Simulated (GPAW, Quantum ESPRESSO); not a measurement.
Consider MgO (Periclase, Fm-3m).

```
Mg O
1.0
     0.00000    2.10850    2.10850
     2.10850    0.00000    2.10850
     2.10850    2.10850    0.00000
Mg O
1 1
Cartesian
  0.0000 0.0000 0.0000
  2.1085 2.1085 2.1085
```

Absorber: atom 1, with 6 O at 2.11 Å (octahedral, site symmetry m-3m). Method: Quantum ESPRESSO XSpectra, PBE, full core hole (charged cell), 16-atom cell with 6.0 Å between holes, 5×5×5 k points, dipole transitions, Lorentzian half width 0.3 eV up to 4 eV, rising linearly to 2.5 eV at 25 eV (counted from xe0, 2.1 eV below the zero used here).

The database entry behind the starting cell differs from later determinations by our own check (about 0.1 % long), so it need not match the best structure at ambient conditions.

**Question.** What does the Mg K edge look like?

Main maxima up to 24 eV above the zero (height): 4.5 eV (1.54), 10.5 eV (1.82) and 22.0 eV (0.75). A K edge sees empty p states on the absorber. The total-energy difference plus the lowest empty eigenvalue puts the zero at 1315.70 eV. One term is added: -12.99 eV, since the hole is spin-paired here and a spin-polarised one costs that much less in the free atom (computed apart). The photon energy is then 1302.71 eV. The tabulated edge of the element is 1303 eV. The functional and the charged cell's background leave an error of a few eV in such absolute values.

The Mg K spectrum (energy from the lowest empty level; intensity scaled to a mean of 1 over the first 20 eV; the points at xe0, where the cut of filled states can leave a spike, are interpolated):

| E (eV) | intensity |
| --- | --- |
| -2.0 | 0.02 |
| -1.4 | 0.03 |
| -0.8 | 0.03 |
| -0.2 | 0.04 |
| 0.4 | 0.06 |
| 1.0 | 0.08 |
| 1.6 | 0.13 |
| 2.2 | 0.21 |
| 2.8 | 0.56 |
| 3.4 | 1.07 |
| 4.0 | 1.35 |
| 4.6 | 1.52 |
| 5.2 | 1.36 |
| 5.8 | 1.26 |
| 6.4 | 1.10 |
| 7.0 | 1.07 |
| 7.6 | 1.28 |
| 8.2 | 1.59 |
| 8.8 | 1.70 |
| 9.4 | 1.72 |
| 10.0 | 1.79 |
| 10.6 | 1.82 |
| 11.2 | 1.75 |
| 11.8 | 1.55 |
| 12.4 | 1.28 |
| 13.0 | 1.05 |
| 13.6 | 0.90 |
| 14.2 | 0.81 |
| 14.8 | 0.74 |
| 15.4 | 0.70 |
| 16.0 | 0.67 |
| 16.6 | 0.65 |
| 17.2 | 0.65 |
| 17.8 | 0.66 |
| 18.4 | 0.68 |
| 19.0 | 0.70 |
| 19.6 | 0.72 |
| 20.2 | 0.73 |
| 20.8 | 0.74 |
| 21.4 | 0.75 |
| 22.0 | 0.75 |
| 22.6 | 0.75 |
| 23.2 | 0.74 |
| 23.8 | 0.72 |
| 24.4 | 0.70 |
| 25.0 | 0.67 |
| 25.6 | 0.63 |
| 26.2 | 0.59 |
| 26.8 | 0.56 |
| 27.4 | 0.54 |
| 28.0 | 0.52 |
| 28.6 | 0.51 |
| 29.2 | 0.50 |
| 29.8 | 0.49 |
| 30.4 | 0.48 |
| 31.0 | 0.48 |
| 31.6 | 0.48 |

The holes are only 6.0 Å apart, so the shape is probably not converged with cell size; no larger cell was run here. The structure is a published determination, not relaxed.

[Banner, clock and machine lines of the logs are left out without a mark of their own.]

[Logs are printed without paths, hosts, clocks, repeated set-up lines and the standing remarks that a program may print on its own settings, such as how far it seeks lower states.]

[Hosts, paths, dates, database ids (printed as entryN), source tags and the programs' standing remarks are cut or masked in the printed files.]

[Lists of maxima count a maximum above −3 eV only where it reaches 4 % of the highest in the window and stands out from its surroundings by 2 % of it (1.5 % where it reaches 55 %); shoulders and weaker maxima are passed over, and of the rest the first, up to two pre-edge ones and the few strongest are named.]
